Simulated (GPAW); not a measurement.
**Optical response of GaN**

Aim: the dielectric function of GaN, and the optical constants that follow from it. The cell comes from an older database entry, whose edges can differ from later determinations, mostly by under a per cent.

Calculated with GPAW 26.7.0; DFT, LDA, plane-wave PAW (GPAW data sets), scalar-relativistic, RPA, optical limit.

This is a report of a sequence of runs, with most program output left out.

The database entry behind the starting cell differs from later determinations by our own check (about 0.3 % short, ideal inner coordinate), so it need not match the best structure at ambient conditions.

## Step 1: Starting point

Symmetry: P6_3mc, No. 186, hexagonal system. The conventional cell has a = 3.180 Å, b = 3.180 Å, c = 5.166 Å, α = 90.00°, β = 90.00°, γ = 120.00°. Nearest to Ga lie 4 N at 1.94 to 1.95 Å. Nearest to N lie 4 Ga at 1.94 to 1.95 Å. Farther neighbours and most contacts between anions are not listed.

## Step 2: Ground state

First the ground state: is it a metal or has it a gap?

This step: DFT, LDA, plane-wave PAW (GPAW data sets), scalar-relativistic, ground state (GPAW 26.7.0).

gs.py

```python
from ase import Atoms
from ase.dft.bandgap import bandgap
from gpaw import GPAW, PW, FermiDirac

atoms = Atoms(['Ga', 'Ga', 'N', 'N'],
              cell=[[3.180000000000, 0.000000000000, 0.000000000000],
                    [-1.590000000000, 2.753960784000, 0.000000000000],
                    [0.000000000000, 0.000000000000, 5.166000000000]],
              scaled_positions=[[0.666666666700, 0.333333333300, 0.500000000000],
                                [0.333333333300, 0.666666666700, 0.000000000000],
                                [0.666666666700, 0.333333333300, 0.875000000000],
                                [0.333333333300, 0.666666666700, 0.375000000000]],
              pbc=[True, True, True])
atoms.calc = GPAW(mode=PW(500), xc='LDA', kpts={'size': (9, 9, 5), 'gamma': True},
                  occupations=FermiDirac(0.05), maxiter=150, txt='gs.txt')
print('energy (eV)', atoms.get_potential_energy())
print('Fermi level (eV)', atoms.calc.get_fermi_level())
print('valence electrons', atoms.calc.get_number_of_electrons())
print('gap (eV)', bandgap(atoms.calc, output=None)[0])
print('direct gap (eV)', bandgap(atoms.calc, direct=True, output=None)[0])
atoms.calc.write('gs.gpw')
```

Started as:

```
$ OMP_NUM_THREADS=1 python gs.py
```

Elapsed: 26 s, on 1 thread of Arm Neoverse N1, shared host; peak memory 0.15 GiB.

Read-outs, printed or worked out from the files:

- energy: -26.52 eV
- Fermi energy: 7.190 eV
- gap on the k-mesh: 1.969 eV
- direct gap on the mesh: 1.969 eV
- electrons: 16

There is a gap, 1.97 eV on this mesh (points off the mesh can give less), so no carriers' term is needed.

## Step 3: Bands for the response

At the fixed density, many empty bands are solved on the mesh of the response, since the spectrum sums over them.

This step: DFT, LDA, plane-wave PAW (GPAW data sets), scalar-relativistic, bands at fixed density (GPAW 26.7.0).

nscf.py

```python
from ase.dft.bandgap import bandgap
from gpaw import GPAW, FermiDirac

calc = GPAW('gs.gpw').fixed_density(kpts={'size': (12, 12, 6), 'gamma': True}, nbands=37, convergence={'bands': 31},
                                    occupations=FermiDirac(0.001), txt='nscf.txt')
print('gap (eV)', bandgap(calc, output=None)[0])
print('direct gap (eV)', bandgap(calc, direct=True, output=None)[0])
print('top band over the Fermi level (eV)', min(calc.get_eigenvalues(kpt=k)[30] for k in range(len(calc.get_ibz_k_points()))) - calc.get_fermi_level())
calc.write('full.gpw', mode='all')
```

Started as:

```
$ OMP_NUM_THREADS=1 python nscf.py
```

It took 2.2 min on 1 thread; peak memory 0.24 GiB.

## Step 4: Dielectric function, RPA

Local fields let the induced charge screen the field inside the cell, which as a rule lowers ε, most along directions where the density is uneven.

This step: DFT, LDA, plane-wave PAW (GPAW data sets), scalar-relativistic, RPA, optical limit (GPAW 26.7.0).

df.py

```python
from gpaw.response.df import DielectricFunction

df = DielectricFunction('full.gpw', frequencies={'type': 'nonlinear', 'domega0': 0.03, 'omega2': 8},
                        ecut=50,
                        eta=0.15,
                        nbands=31,
                        txt='df.txt')
for direction in ['x', 'z']:
    df.get_dielectric_function(xc='RPA', direction=direction, filename=f'df_{direction}.csv')
```

Started as:

```
$ OMP_NUM_THREADS=1 python df.py
```

Elapsed: 19 s, on 1 thread; peak memory 0.23 GiB.

Numbers from this step:

```
electronic dielectric constant ε∞, mean over x, y and z (by symmetry where fewer were run) : 5.698
main peak of Im epsilon, first axis                                                        : 6.361 eV
```

The Im ε has structure finer than the step of the table below, so its rows give means over 0.25 eV, whole bins alone (the curve runs from 0 to 14.0 eV). Peaks (eV: height): E ∥ x 6.387: 7.85, 8.704: 6.22, 11.633: 5.27; E ∥ z 2.701: 2.24, 5.867: 11.0, 6.494: 9.07, 7.496: 8.98, 10.808: 6.52.

Values under the direct gap are tails of Lorentzian lines. The Im ε by photon energy; means over each step:

```
photon energy (eV)   E ∥ x   E ∥ z
              0.25  0.0119  0.0120
              0.50  0.0246  0.0248
              0.75  0.0395  0.0395
              1.00  0.0590  0.0581
              1.25  0.0887  0.0849
              1.50   0.149   0.133
              1.75   0.367   0.265
              2.00   0.736   0.717
              2.25   0.499   0.632
              2.50   0.988    1.00
              2.75    1.43    1.92
              3.00    1.20   0.951
              3.25    2.00    1.30
              3.50    1.53    1.88
              3.75    1.51    1.81
              4.00    2.07    2.30
              4.25    2.01    2.27
              4.50    1.88    1.85
              4.75    2.47    2.66
              5.00    3.43    3.55
              5.25    3.53    3.10
              5.50    4.74    4.03
              5.75    6.37    8.95
              6.00    6.07    8.38
              6.25    7.19    7.08
              6.50    7.32    8.60
              6.75    6.35    6.79
              7.00    6.50    6.40
              7.25    6.66    7.11
              7.50    6.48    8.52
              7.75    6.79    6.15
              8.00    6.69    4.73
              8.25    5.64    4.98
              8.50    5.67    3.97
              8.75    6.03    3.99
              9.00    5.19    3.78
              9.25    4.17    3.98
              9.50    4.52    3.86
              9.75    4.34    4.08
             10.00    3.99    3.63
             10.25    3.74    3.20
             10.50    3.84    4.19
             10.75    4.16    6.16
             11.00    4.29    5.85
             11.25    4.96    6.15
             11.50    5.24    6.37
             11.75    5.15    6.22
             12.00    4.70    5.17
             12.25    4.18    4.25
             12.50    3.89    3.33
             12.75    3.67    2.82
             13.00    3.03    2.39
             13.25    2.42    2.21
             13.50    2.22    2.04
             13.75    2.23    1.99
```

Table of Re ε by photon energy:

| photon energy (eV) | E ∥ x | E ∥ z |
| --- | --- | --- |
| 0.0 | 5.66 | 5.77 |
| 0.5 | 5.70 | 5.81 |
| 1.0 | 5.83 | 5.94 |
| 1.5 | 6.13 | 6.22 |
| 2.0 | 6.18 | 6.67 |
| 2.5 | 6.94 | 7.15 |
| 3.0 | 6.66 | 6.18 |
| 3.5 | 6.03 | 6.85 |
| 4.0 | 6.64 | 6.81 |
| 4.5 | 6.90 | 6.94 |
| 5.0 | 7.29 | 7.49 |
| 5.5 | 8.38 | 10.0 |
| 6.0 | 5.98 | 3.54 |
| 6.5 | 3.92 | 3.71 |
| 7.0 | 3.86 | 3.06 |
| 7.5 | 2.93 | 1.49 |
| 8.0 | 1.49 | 0.439 |
| 8.5 | 1.62 | 0.460 |
| 9.0 | -0.193 | 1.16 |
| 9.5 | 0.689 | 1.37 |
| 10.0 | 0.301 | 1.13 |
| 10.5 | 0.901 | 3.30 |
| 11.0 | 1.02 | 0.993 |
| 11.5 | 0.168 | -0.259 |
| 12.0 | -1.22 | -2.35 |
| 12.5 | -1.58 | -2.61 |
| 13.0 | -2.13 | -1.93 |
| 13.5 | -1.38 | -1.39 |

The reflectivity at normal incidence has structure finer than the step of the table below, so its rows give means over 0.25 eV, whole bins alone (the curve runs from 0 to 14.0 eV). Peaks (eV: height): E ∥ x 6.387: 31.7, 8.087: 32.2, 8.959: 32.7, 13.000: 45.4; E ∥ z 2.624: 21.8, 5.867: 37.8, 6.548: 35.0, 7.612: 39.8, 8.269: 30.4, 12.504: 49.0.

Table of reflectivity at normal incidence by photon energy; means over each step:

```
photon energy (eV)  E ∥ x (%)  E ∥ z (%)
              0.25       16.7       17.0
              0.50       16.8       17.1
              0.75       16.9       17.3
              1.00       17.2       17.5
              1.25       17.5       17.8
              1.50       18.0       18.3
              1.75       18.8       19.0
              2.00       18.5       19.5
              2.25       18.8       19.2
              2.50       20.3       21.0
              2.75       19.3       19.8
              3.00       19.9       18.5
              3.25       20.2       20.8
              3.50       18.7       20.9
              3.75       20.2       20.9
              4.00       20.8       21.5
              4.25       20.5       21.1
              4.50       21.2       21.4
              4.75       23.6       24.4
              5.00       24.3       24.7
              5.25       25.0       24.3
              5.50       27.6       29.1
              5.75       29.4       35.7
              6.00       27.9       32.9
              6.25       30.4       29.9
              6.50       30.6       34.1
              6.75       27.9       30.1
              7.00       28.4       28.5
              7.25       29.2       30.3
              7.50       28.9       37.0
              7.75       30.4       36.3
              8.00       31.7       28.4
              8.25       29.6       29.2
              8.50       28.2       25.1
              8.75       31.7       23.1
              9.00       32.1       21.6
              9.25       26.6       22.1
              9.50       26.5       21.4
              9.75       26.9       22.7
             10.00       25.9       20.9
             10.25       23.2       17.3
             10.50       22.7       20.6
             10.75       23.7       28.8
             11.00       24.3       30.1
             11.25       27.3       32.0
             11.50       31.0       35.6
             11.75       34.2       40.5
             12.00       36.8       44.3
             12.25       37.0       46.5
             12.50       38.4       48.3
             12.75       40.0       46.8
             13.00       44.7       45.9
             13.25       43.5       43.6
             13.50       39.7       41.1
             13.75       36.5       40.0
```

Refractive index n and extinction k against photon energy:

```
photon energy (eV)  n, E ∥ x  k, E ∥ x  n, E ∥ z  k, E ∥ z
               0.0      2.38         0      2.40         0
               0.5      2.39   0.00513      2.41   0.00512
               1.0      2.42    0.0121      2.44    0.0119
               1.5      2.48    0.0293      2.49    0.0261
               2.0      2.49     0.165      2.59     0.149
               2.5      2.64     0.178      2.68     0.171
               3.0      2.59     0.211      2.49     0.176
               3.5      2.47     0.306      2.64     0.360
               4.0      2.61     0.410      2.65     0.447
               4.5      2.65     0.347      2.65     0.328
               5.0      2.77     0.642      2.81     0.646
               5.5      3.00     0.777      3.22     0.588
               6.0      2.68      1.10      2.50      1.64
               6.5      2.48      1.49      2.60      1.74
               7.0      2.38      1.35      2.25      1.41
               7.5      2.24      1.44      2.30      1.95
               8.0      2.05      1.65      1.58      1.44
               8.5      1.94      1.47      1.48      1.31
               9.0      1.59      1.65      1.59      1.17
               9.5      1.64      1.41      1.64      1.16
              10.0      1.47      1.36      1.57      1.15
              10.5      1.55      1.23      2.07     0.987
              11.0      1.64      1.29      1.85      1.55
              11.5      1.64      1.59      1.75      1.82
              12.0      1.36      1.75      1.29      2.00
              12.5      1.14      1.70     0.889      1.85
              13.0     0.879      1.70     0.743      1.58
              13.5     0.786      1.41     0.732      1.39
```

The Im ε, E ∥ x has structure finer than the step of the table below, so its rows give means over 0.5 eV, whole bins alone (the curve runs from 0 to 14.0 eV). Peaks (eV: height): without local fields 6.39: 8.01, 7.79: 7.73, 8.70: 7.30, 11.25: 6.66; with local fields 6.39: 7.85, 8.70: 6.22, 11.63: 5.27.

Values under the direct gap are tails of Lorentzian lines. Im ε, E ∥ x against photon energy; means over each step:

```
photon energy (eV)  without local fields  with local fields
               0.5                0.0247             0.0249
               1.0                0.0596             0.0602
               1.5                 0.162              0.166
               2.0                 0.592              0.609
               2.5                 0.981               1.01
               3.0                  1.36               1.42
               3.5                  1.54               1.62
               4.0                  1.86               1.95
               4.5                  1.89               1.98
               5.0                  3.11               3.24
               5.5                  4.76               4.86
               6.0                  6.29               6.36
               6.5                  7.33               7.16
               7.0                  6.92               6.53
               7.5                  7.26               6.56
               8.0                  7.39               6.55
               8.5                  6.65               5.71
               9.0                  6.06               5.13
               9.5                  5.53               4.38
              10.0                  5.13               3.99
              10.5                  5.25               3.88
              11.0                  6.07               4.40
              11.5                  6.11               5.22
              12.0                  4.45               4.68
              12.5                  3.34               3.90
              13.0                  2.44               3.05
              13.5                  1.94               2.24
```

Optical constants at common wavelengths, from n + ik = √ε:

```csv
wavelength (nm),n x,k x,R (%) x,1/α x,n z,k z,R (%) z,1/α z
1550,2.40,0.009,17.0,14 µm,2.42,0.009,17.3,14 µm
800,2.48,0.033,18.2,1.9 µm,2.50,0.029,18.4,2.2 µm
450,2.51,0.296,19.0,121 nm,2.51,0.426,19.6,84 nm
405,2.63,0.246,20.6,131 nm,2.54,0.164,19.1,196 nm
365,2.46,0.357,18.7,81 nm,2.65,0.332,21.1,87 nm
248,2.77,0.642,24.3,31 nm,2.81,0.646,24.8,31 nm
193,2.60,1.491,31.5,10 nm,2.73,1.602,33.8,9.6 nm
```

Below the direct gap, k and the depth come from the tails of the Lorentzian lines, not from transitions.

Rows near the edge hang on the gap, which this functional as a rule makes too small, and phonon-assisted absorption is left out.

At 1064 nm the birefringence n(z) − n(x) is +0.022: the crystal is uniaxial positive at this level.

## Step 5: Outcome

```
electronic dielectric constant ε∞, mean over x, y and z (by symmetry where fewer were run) (RPA) : 5.70
main peak of Im epsilon, first axis                                                              : 6.36 eV
```

What this shows: At this level (LDA, RPA) GaN has a mean ε∞ = 5.70 and n = 2.40 at 1550 nm (E ∥ x), and Im ε peaks at 6.4 eV (E ∥ x). On the mesh the gap is 1.97 eV and the least direct gap 1.97 eV. Local fields change the static value along x from 5.86 to 5.66 (-3 %). Distinct maxima of Im ε, read by a parabola through the highest points, lie at 5.82 eV (6.6), 6.36 eV (7.9), 7.15 eV (6.8) and 7.82 eV (6.9) for E ∥ x. The static values by axis are 5.66 (x), 5.77 (z). At 1064 nm the birefringence n(z) − n(x) is +0.022: the crystal is uniaxial positive at this level. Excitons and phonon-assisted transitions are missing; LDA gaps are as a rule too small, which pulls the onset down and ε∞ up. The sum runs over mesh points, so small or evenly spaced maxima can still be ripples of the mesh.

[Machine, clock and banner lines and Python warnings are left out of the logs.]

[Logs are printed without paths, hosts, clocks, repeated set-up lines and the standing remarks that a program may print on its own settings, such as how far it seeks lower states.]

[Hosts, paths, dates, database ids (printed as entryN), source tags and the programs' standing remarks are cut or masked in the printed files.]
